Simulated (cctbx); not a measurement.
# What is wrong with this refinement?

Cell a = 5.5960 Å, b = 8.8730 Å, c = 16.6360 Å, α = 90.00°, β = 90.00°, γ = 90.00°; space group Immm (no. 71).

Simulated single-crystal data (cctbx): synchrotron X-rays, λ = 0.4959 Å, to d = 0.75 Å, 70 % of the full sphere, strongest reflection 40000 counts, noise from counting, a 3 % proportional error and a noise floor of 8 counts (s.d.); no absorption.

An anisotropic refinement with weights 1/σ² prints:

```text
Rint 0.028, 611 unique reflections to 0.75 A
cycle     R1     wR2    GooF  max shift (A)
   1  0.2396  0.5124  17.428   0.01545
   2  0.2322  0.4708  16.014   0.00047
final R1 0.2321 wR2 0.4708 GooF 16.014  parameters 34  data/parameter 18.0
atom        x        y        z      Ueq    occ   su(xyz)  su(Uiso or U11)
Ir1    0.50000  0.77070  0.90996   0.0037  1.000  0.00062  0.0023  NPD
Ir2    0.50000  0.50000  0.65895  -0.0007  1.000  0.00039  0.0032  NPD
Ir3    0.23858  0.50000  0.00000  -0.0008  1.000  0.00114  0.0032  NPD
Ir4    0.25000  0.75000  0.75000  -0.0020  1.000  0.00000  0.0023  NPD
Sn1    0.50000  0.50000  0.82305  -0.0027  1.000  0.00074  0.0049  NPD
Sn2    0.50000  0.80944  0.60994  -0.0002  1.000  0.00103  0.0040  NPD
Sn3    0.75182  0.00000  0.00000  -0.0049  1.000  0.00186  0.0053  NPD
difference map: max 202.82 min -17.15 rms 7.04
Q1    0.0000  0.5000  0.2934    4  208.91  2.72 A from Ir4
Q2    0.0000  0.0000  0.1626    4   57.46  0.06 A from Ir2
Q3    0.2273  0.5000  0.0000    4   49.97  0.06 A from Ir3
Q4    0.0000  0.2720  0.4138    8   49.19  0.06 A from Ir1
Q5    0.2500  0.2500  0.2500    8   47.66  0.00 A from Ir4
Q6    0.0000  0.0000  0.3080    4   36.74  0.25 A from Sn1
```

Q: Accept it or mend it, and why?

Mend it. The fault: an atom left out, Sn at (1/2, 0, 0.7936). Against the right model at the same level, R1 goes from 0.0120 to 0.2321 and GooF from 0.91 to 16.01, U of Ir4 shrinks from 0.0069 to -0.0020 Å², U of Ir1 shrinks from 0.0122 to 0.0037 Å², the top difference peak, 208.9 e/Å³, lies 2.72 Å from Ir4 and Ir1, Ir2, Ir3, Ir4, Sn1, Sn2 and Sn3 go non-positive-definite. Q1 is the missing atom. With scattering power missing, scale and phases suffer, so peaks may also grow on the heavy atoms.

The compound is Sn5Ir6. The right model at the same level gives:

```text
Rint 0.028, 611 unique reflections to 0.75 A
cycle     R1     wR2    GooF  max shift (A)
   1  0.0362  0.0983   3.356   0.00211
   2  0.0120  0.0266   0.909   0.00000
final R1 0.0120 wR2 0.0266 GooF 0.909  parameters 38  data/parameter 16.1
atom        x        y        z      Ueq    occ   su(xyz)  su(Uiso or U11)
Ir1    0.50000  0.77072  0.91068   0.0122  1.000  0.00003  0.0001
Ir2    0.50000  0.50000  0.65881   0.0078  1.000  0.00002  0.0002
Ir3    0.23720  0.50000  0.00000   0.0070  1.000  0.00006  0.0002
Ir4    0.25000  0.75000  0.75000   0.0069  1.000  0.00000  0.0001
Sn1    0.50000  0.00000  0.79357   0.0117  1.000  0.00004  0.0003
Sn2    0.50000  0.50000  0.82228   0.0077  1.000  0.00004  0.0003
Sn3    0.50000  0.80931  0.60942   0.0081  1.000  0.00005  0.0002
Sn4    0.75341  0.00000  0.00000   0.0072  1.000  0.00011  0.0003
difference map: max 1.37 min -1.84 rms 0.36
Q1    0.0838  0.3802  0.5000    8    1.48  1.43 A from Sn4
Q2    0.0000  0.4316  0.4547    8    1.34  1.60 A from Ir1
Q3    0.0582  0.2948  0.0364   16    1.28  1.27 A from Sn3
Q4    0.0000  0.3935  0.1170    8    1.22  0.76 A from Sn3
Q5    0.0820  0.5000  0.0000    4    1.21  0.87 A from Ir3
Q6    0.1624  0.5000  0.1900    8    1.19  1.90 A from Sn2
```

The model was made for the exercise: a known structure type with other elements put in, its volume estimated, not relaxed; displacement parameters are assumed.

[Middle refinement cycles are left out of these outputs.]

[Logs are printed without paths, hosts, clocks, repeated set-up lines and the standing remarks that a program may print on its own settings, such as how far it seeks lower states.]
